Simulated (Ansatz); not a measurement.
# Se on Mo(100): change of the work function, part 2 of 3

Aim: the work function of Mo(100) at several coverages of Se (hollow site), and the dipole that each adsorbate carries.

Ansatz 0.2.0; plane-wave DFT, PBE, Ansatz PAW.

So far, work function, upper face (eV): step 2 (the clean slab) 3.83; step 3 (37 atoms, coverage 0.111 ML, cell 3x3) 4.03.

### Step 4. Adsorbate added, k-mesh 6×6×1, coverage 0.25 ML

System of this step: Se/Mo(100). The cell holds 17 atoms: 16 Mo and 1 Se. Cell: a = 6.300 Å, b = 6.300 Å, c = 24.332 Å, α = 90.0°, β = 90.0°, γ = 90.0°. Vacuum lies along c.

Another coverage, to see how the dipoles act on each other as their distance changes.

Contents of input.yaml:

```yaml
crystal:
  lattice:
    - [6.3, 0.0, 0.0]
    - [0.0, 6.3, 0.0]
    - [0.0, 0.0, 24.3319152818]
  atoms:
    - { symbol: Mo, position: [0.25, 0.25, 0.3698845691] }
    - { symbol: Mo, position: [0.0, 0.0, 0.4346143687] }
    - { symbol: Mo, position: [0.25, 0.25, 0.502096596] }
    - { symbol: Mo, position: [0.0, 0.0, 0.5588888552] }
    - { symbol: Mo, position: [0.25, 0.75, 0.3698845691] }
    - { symbol: Mo, position: [0.0, 0.5, 0.4346143687] }
    - { symbol: Mo, position: [0.25, 0.75, 0.502096596] }
    - { symbol: Mo, position: [0.0, 0.5, 0.5588888552] }
    - { symbol: Mo, position: [0.75, 0.25, 0.3698845691] }
    - { symbol: Mo, position: [0.5, 0.0, 0.4346143687] }
    - { symbol: Mo, position: [0.75, 0.25, 0.502096596] }
    - { symbol: Mo, position: [0.5, 0.0, 0.5588888552] }
    - { symbol: Mo, position: [0.75, 0.75, 0.3698845691] }
    - { symbol: Mo, position: [0.5, 0.5, 0.4346143687] }
    - { symbol: Mo, position: [0.75, 0.75, 0.502096596] }
    - { symbol: Mo, position: [0.5, 0.5, 0.5588888552] }
    - { symbol: Se, position: [0.25, 0.25, 0.6301154309] }
kpoints:
  mp_grid: { grid: [6, 6, 1] }
hamiltonian:
  xc: pbe
scf:
  occupations: { method: fermi_dirac, width: 0.1 }
  convergence: { dr2_threshold: 1.0e-08 }
efield:
  axis: 3
  dipole_correction: true
  ramp_position: 0.97
  ramp_width: 0.06
relax:
  f_tol: 0.02
  max_steps: 60
  constraints: [{ sites: [0, 1, 4, 5, 8, 9, 12, 13] }]
output:
  dos: { projected: true, e_range: [-8, 4] }
  write_potential: true
  write_density: true
  volumetric_format: npy
  elf: true
```

Run with:

```console
ansatz run input.yaml --threads 4 --pin off --max-ram 16384MiB --backend cpu --events-out ev --progress --plain --runs-dir out
```

Run time: 6 min. Hardware: 4 threads of Arm Neoverse V1, shared host; peak memory 3.5 GiB; 24 min of CPU time.

Step by step:

```
step  energy less that of the first step (eV)  largest force component (eV/Å)
   1                                   0.0000                          1.7263
   2                                  -0.3010                          0.4625
   3                                  -0.3638                          0.2050
   4                                  -0.3846                          0.1837
   5                                  -0.3884                          0.0527
   6                                  -0.3887                          0.0486
   7                                  -0.3889                          0.0010
```

The run keeps the 8 symmetry operations that the program found, so distortions that break them were not tested.

The atoms that moved most (Å):

```
atom      dx      dy      dz  length
Se17   0.000   0.000  -0.368   0.368
Mo15   0.000   0.000  -0.076   0.076
 Mo4  -0.035  -0.035   0.026   0.056
Mo12   0.035  -0.035   0.026   0.056
 Mo8  -0.035   0.035   0.026   0.056
Mo16   0.035   0.035   0.026   0.056
 Mo7   0.000   0.000  -0.018   0.018
Mo11   0.000   0.000  -0.018   0.018
```

Final coordinates:

```cif
data_structure
_symmetry_space_group_name_H-M 'P 1'
_symmetry_Int_Tables_number 1
_cell_length_a 6.3000
_cell_length_b 6.3000
_cell_length_c 24.3319
_cell_angle_alpha 90.000
_cell_angle_beta 90.000
_cell_angle_gamma 90.000
_cell_volume 965.73
loop_
_atom_site_label
_atom_site_type_symbol
_atom_site_fract_x
_atom_site_fract_y
_atom_site_fract_z
_atom_site_occupancy
Mo1 Mo 0.25000 0.25000 0.36988 1
Mo2 Mo 0.00000 0.00000 0.43461 1
Mo3 Mo 0.25000 0.25000 0.50164 1
Mo4 Mo 0.99445 0.99445 0.55996 1
Mo5 Mo 0.25000 0.75000 0.36988 1
Mo6 Mo 0.00000 0.50000 0.43461 1
Mo7 Mo 0.25000 0.75000 0.50137 1
Mo8 Mo 0.99445 0.50555 0.55996 1
Mo9 Mo 0.75000 0.25000 0.36988 1
Mo10 Mo 0.50000 0.00000 0.43461 1
Mo11 Mo 0.75000 0.25000 0.50137 1
Mo12 Mo 0.50555 0.99445 0.55996 1
Mo13 Mo 0.75000 0.75000 0.36988 1
Mo14 Mo 0.50000 0.50000 0.43461 1
Mo15 Mo 0.75000 0.75000 0.49899 1
Mo16 Mo 0.50555 0.50555 0.55996 1
Se17 Se 0.25000 0.25000 0.61498 1
```

Numbers from this step:

```
energy at zero smearing        : -84752.4057 eV
work function, lower face      : 3.853 eV
dipole along the normal        : -0.03824 e·Å
step between the vacuum levels : 0.1743 eV
```

The density of states has structure finer than the step of the table below, so its rows give means over 0.2 eV. Peaks (eV: height): -3.07: 40.7, -2.74: 46.4, -2.38: 45.3, -0.57: 41.9, -0.27: 45.9, 1.41: 40.3, 1.71: 40.7.

The density of states by energy, zero at the Fermi level; means over each step:

```
energy (eV)  density of states (states/eV a cell)
       -6.4                                     0
       -6.2                                0.0127
       -6.0                                  1.32
       -5.8                                  1.63
       -5.6                                  2.10
       -5.4                                  2.42
       -5.2                                  2.78
       -5.0                                  12.6
       -4.8                                  14.8
       -4.6                                  10.4
       -4.4                                  10.5
       -4.2                                  15.0
       -4.0                                  17.4
       -3.8                                  15.9
       -3.6                                  11.0
       -3.4                                  15.5
       -3.2                                  24.6
       -3.0                                  31.6
       -2.8                                  29.3
       -2.6                                  24.6
       -2.4                                  24.5
       -2.2                                  21.0
       -2.0                                  20.2
       -1.8                                  20.5
       -1.6                                  15.5
       -1.4                                  16.9
       -1.2                                  17.5
       -1.0                                  15.5
       -0.8                                  15.6
       -0.6                                  32.2
       -0.4                                  29.3
       -0.2                                  23.8
        0.0                                  11.6
        0.2                                  12.7
        0.4                                  17.5
        0.6                                  13.8
        0.8                                  18.2
        1.0                                  19.2
        1.2                                  24.5
        1.4                                  32.3
        1.6                                  28.3
```

Projected DOS per atom over height of the atomic layer and energy from the Fermi level. Layers: Mo4 Mo4 Mo4 Mo4 Se from below.

Values in states/eV, 22 rows by 5 columns, each cell a mean:
```
2.34 1.60 1.63 1.68 0.27
1.53 1.24 1.34 1.27 0.23
1.25 0.79 0.63 1.05 0.33
1.30 0.61 0.42 1.09 0.31
2.66 0.84 0.54 1.56 0.19
2.46 0.80 0.67 2.39 0.26
1.29 0.66 0.70 1.18 0.24
1.19 0.87 0.90 1.01 0.24
1.39 1.17 1.15 1.04 0.51
1.23 1.71 1.61 1.32 0.45
1.15 2.10 2.25 1.52 0.93
1.15 1.64 1.20 0.70 0.21
0.48 1.19 1.28 0.60 0.28
0.38 1.24 1.33 0.51 0.45
0.16 0.53 0.84 0.71 3.06
0.06 0.19 0.42 0.54 2.92
0.04 0.14 0.17 0.11 0.31
0.03 0.09 0.09 0.03 0.07
0.00 0.00 0.00 0.00 0.00
0.00 0.00 0.00 0.00 0.00
0.00 0.00 0.00 0.00 0.00
0.00 0.00 0.00 0.00 0.00
```
Columns: height of the atomic layer (Å) from 9 to 15.0 (not evenly spaced); rows upwards: energy from the Fermi level (eV) from -7.96 to 1.75.

Electrostatic potential energy in the ca plane at fractional y = 0.250, with atoms of Mo and Se within 0.2 Å of it. With pseudopotentials it is smooth inside the atoms' cores, unlike the true potential.

Ten even steps from '0' (-67 eV) to '9' (7 eV), each cell a mean:
```
99999999999999999999999999999999999999999999
99999986689999876689999999999999999999999999
99999741147999741258999999999999999999999999
99998610016998610027999999999999999999999999
99998610016998610027999999999999999999999999
99999742247999741258999999999999999999999999
99999986689999876689999999999999999999999999
99999999999999999999999999999999999999999999
99999999999999999999999999999999999999999999
99999988889999988889999889999999999999999999
99999864468999864468998667899999999999999999
99999720027999620037886777689999999999999999
99998610016998510026886787689999999999999999
99999730027999620037986777789999999999999999
99999864468999864468998767899999999999999999
99999988889999988889999889999999999999999999
99999999999999999999999999999999999999999999
```
Columns run along c (16.0 Å, from fractional 0.26 to 0.92 of the cell; values clipped at the 3rd and 97th percentile), rows up along a (6.3 Å). Atoms in or near the plane, at fractional coordinates: Mo at (0.37, 0.25), Mo at (0.50, 0.25), Mo at (0.37, 0.75), Mo at (0.50, 0.75), Se at (0.61, 0.25).

Valence density in the ca plane at fractional y = 0.250, with atoms of Mo and Se within 0.2 Å of it. It is the smooth field of the valence electrons, not physical close to the nuclei.

Ten steps, logarithmic in the rise over the least value, from '0' (0 e/Å³) to '9' (34 e/Å³), each cell a mean:
```
00000001111111111111100000000000000000000000
00000012221111122221100000000000000000000000
00000145542111245532100000000000000000000000
00000256653111356652100000000000000000000000
00000256653111356652100000000000000000000000
00000145542111245531100000000000000000000000
00000012221111122221100000000000000000000000
00000001111111111111100000000000000000000000
00000001111111111111110000000000000000000000
00000011111111111111111111000000000000000000
00000134431111134421112333100000000000000000
00000256652111256642113686310000000000000000
00000256653111356652113898310000000000000000
00000246652111256642113686310000000000000000
00000134431111134421112333100000000000000000
00000011111111111111111111000000000000000000
00000001111111111111110000000000000000000000
```
Columns run along c (16.0 Å, from fractional 0.26 to 0.92 of the cell), rows up along a (6.3 Å). Atoms in or near the plane, at fractional coordinates: Mo at (0.37, 0.25), Mo at (0.50, 0.25), Mo at (0.37, 0.75), Mo at (0.50, 0.75), Se at (0.61, 0.25).

ELF in the ca plane at fractional y = 0.250, with atoms of Mo and Se within 0.2 Å of it. It is the smooth field of the valence electrons, not physical close to the nuclei.

Ten even steps from '0' (0.00) to '9' (0.83), each cell a mean:
```
01122222234444432234433332210000000000000000
00111234333554333333443321000000000000000000
00001378863453378863344321000000000000000000
00001486684342486773244321000000000000000000
00001486684342486773244321000000000000000000
00001378863453377753344321000000000000000000
00111234333554333333443321000000000000000000
01122222234444432244433332210000000000000000
01123333345444543344333566532100000000000000
00112222234554421233346888874200000000000000
00001256643454356642368899997410000000000000
00000388773342387872268657998520000000000000
00000485583242385672277315998520000000000000
00000388773342387872268657998520000000000000
00001256643454346542358899997410000000000000
00112222234444422233346788874200000000000000
01123333345444543444333566532100000000000000
```
Columns run along c (16.0 Å, from fractional 0.26 to 0.92 of the cell), rows up along a (6.3 Å). Atoms in or near the plane, at fractional coordinates: Mo at (0.37, 0.25), Mo at (0.50, 0.25), Mo at (0.37, 0.75), Mo at (0.50, 0.75), Se at (0.61, 0.25).

The relaxation took 7 steps and lowered the energy by 0.39 eV; the largest force on the free atoms ends at 0.0010 eV/Å.

By hand: a sheet of dipoles makes a step −p/(ε₀A) in the electron's potential. With e/ε₀ = 180.95 V·Å, p = -0.03824 e·Å and A = 39.69 Å², that is −180.95 × (-0.03824) / 39.69 = +0.174 eV, and the two vacuum levels of the run differ by +0.174 eV.

The covered face has 4.03 eV, +0.20 eV against the clean one; the bare back face has moved by -0.01 eV, a measure of how thin the slab is.

### Step 5. The covered slab, k-mesh 6×6×1, coverage 0.5 ML

System of this step: Se/Mo(100). The cell holds 18 atoms: 16 Mo and 2 Se. Cell: a = 6.300 Å, b = 6.300 Å, c = 24.332 Å, α = 90.0°, β = 90.0°, γ = 90.0°. Vacuum lies along c.

Edit input.yaml of step 4 so:

```diff
@@ -23,2 +23,3 @@
     - { symbol: Se, position: [0.25, 0.25, 0.6301154309] }
+    - { symbol: Se, position: [0.75, 0.75, 0.6301154309] }
 kpoints:
```

Wall time 4.4 min (4 threads); peak memory 3.7 GiB.

Relaxation path:

```
step  energy less that of the first step (eV)  largest force component (eV/Å)
   1                                   0.0000                          1.7833
   2                                  -0.8137                          0.8422
   3                                  -0.9566                          0.2133
   4                                  -0.9634                          0.0204
   5                                  -0.9635                          0.0053
```

The run keeps the 16 symmetry operations that the program found, so distortions that break them were not tested.

The atoms that moved most (Å):

```
atom     dx     dy      dz  length
Se18  0.000  0.000  -0.363   0.363
Se17  0.000  0.000  -0.363   0.363
 Mo3  0.000  0.000  -0.085   0.085
Mo15  0.000  0.000  -0.085   0.085
Mo12  0.000  0.000   0.043   0.043
Mo16  0.000  0.000   0.043   0.043
 Mo8  0.000  0.000   0.043   0.043
 Mo4  0.000  0.000   0.043   0.043
```

The relaxed structure:

```xyz
18
Lattice="6.3000 0.0000 0.0000 0.0000 6.3000 0.0000 0.0000 0.0000 24.3319" Properties=species:S:1:pos:R:3
Mo    1.5750    1.5750    9.0000
Mo    0.0000    0.0000   10.5750
Mo    1.5750    1.5750   12.1320
Mo    0.0000    0.0000   13.6420
Mo    1.5750    4.7250    9.0000
Mo    0.0000    3.1500   10.5750
Mo    1.5750    4.7250   12.1804
Mo    0.0000    3.1500   13.6420
Mo    4.7250    1.5750    9.0000
Mo    3.1500    0.0000   10.5750
Mo    4.7250    1.5750   12.1804
Mo    3.1500    0.0000   13.6420
Mo    4.7250    4.7250    9.0000
Mo    3.1500    3.1500   10.5750
Mo    4.7250    4.7250   12.1320
Mo    3.1500    3.1500   13.6420
Se    1.5750    1.5750   14.9687
Se    4.7250    4.7250   14.9687
```

The density of states has structure finer than the step of the table below, so its rows give means over 0.25 eV. Peaks (eV: height): -3.100: 40.5, -2.860: 36.8, -2.710: 43.0, -2.260: 61.6, -0.750: 42.5, 1.200: 52.8, 1.620: 51.9.

Density of states against energy, zero at the Fermi level; means over each step:

```
energy (eV)  density of states (states/eV a cell)
      -6.50                                     0
      -6.25                                 0.575
      -6.00                                  2.21
      -5.75                                  3.35
      -5.50                                  12.3
      -5.25                                  6.66
      -5.00                                  7.72
      -4.75                                  14.7
      -4.50                                  19.5
      -4.25                                  17.1
      -4.00                                  17.8
      -3.75                                  12.8
      -3.50                                  14.2
      -3.25                                  24.2
      -3.00                                  24.1
      -2.75                                  30.3
      -2.50                                  22.6
      -2.25                                  25.8
      -2.00                                  21.1
      -1.75                                  13.9
      -1.50                                  17.9
      -1.25                                  15.3
      -1.00                                  12.4
      -0.75                                  28.6
      -0.50                                  24.8
      -0.25                                  20.0
       0.00                                  10.6
       0.25                                  16.2
       0.50                                  16.9
       0.75                                  16.5
       1.00                                  18.8
       1.25                                  30.6
       1.50                                  29.3
```

The relaxation took 5 steps and lowered the energy by 0.96 eV; the largest force on the free atoms ends at 0.0053 eV/Å.

The covered face has 4.05 eV, +0.22 eV against the clean one; the bare back face has moved by -0.02 eV, a measure of how thin the slab is.

### Step 6. The covered slab, k-mesh 12×12×1, coverage 1 ML

System of this step: Se/Mo(100). The cell holds 5 atoms: 4 Mo and 1 Se. Its edges and angles: a = 3.150 Å, b = 3.150 Å, c = 24.332 Å, α = 90.0°, β = 90.0°, γ = 90.0°. Vacuum lies along c.

input.yaml, the sections that differ from step 5:

```yaml
crystal:
  lattice:
    - [3.15, 0.0, 0.0]
    - [0.0, 3.15, 0.0]
    - [0.0, 0.0, 24.3319152818]
  atoms:
    - { symbol: Mo, position: [0.5, 0.5, 0.3698845691] }
    - { symbol: Mo, position: [0.0, 0.0, 0.4346143687] }
    - { symbol: Mo, position: [0.5, 0.5, 0.502096596] }
    - { symbol: Mo, position: [0.0, 0.0, 0.5588888552] }
    - { symbol: Se, position: [0.5, 0.5, 0.6301154309] }
kpoints:
  mp_grid: { grid: [12, 12, 1] }
relax:
  f_tol: 0.02
  max_steps: 60
  constraints: [{ sites: [0, 1] }]
output:
  write_potential: true
  write_density: true
  volumetric_format: npy
# hamiltonian, scf, efield: as in step 5
```

The job ended after 41 s (4 threads; peak memory 0.68 GiB; 2.6 min of CPU time).

(Part 2 of 3 ends here.)

[Long decimals in the printed logs are rounded to 6 places.]

[Logs are printed without paths, hosts, clocks, repeated set-up lines and the standing remarks that a program may print on its own settings, such as how far it seeks lower states.]

[Hosts, paths, dates, database ids (printed as entryN), source tags and the programs' standing remarks are cut or masked in the printed files.]

[Maps of the electrostatic potential energy from Ansatz leave out the sawtooth potential of an applied field or a dipole correction, so their vacuum need not be flat; planar profiles and work functions include it.]

[The density of states shown here was stored with 400 of the rows of the run's finer table, so its peaks can read low, often by over a quarter, or be missed, and its means over a window can be off by a tenth or more.]
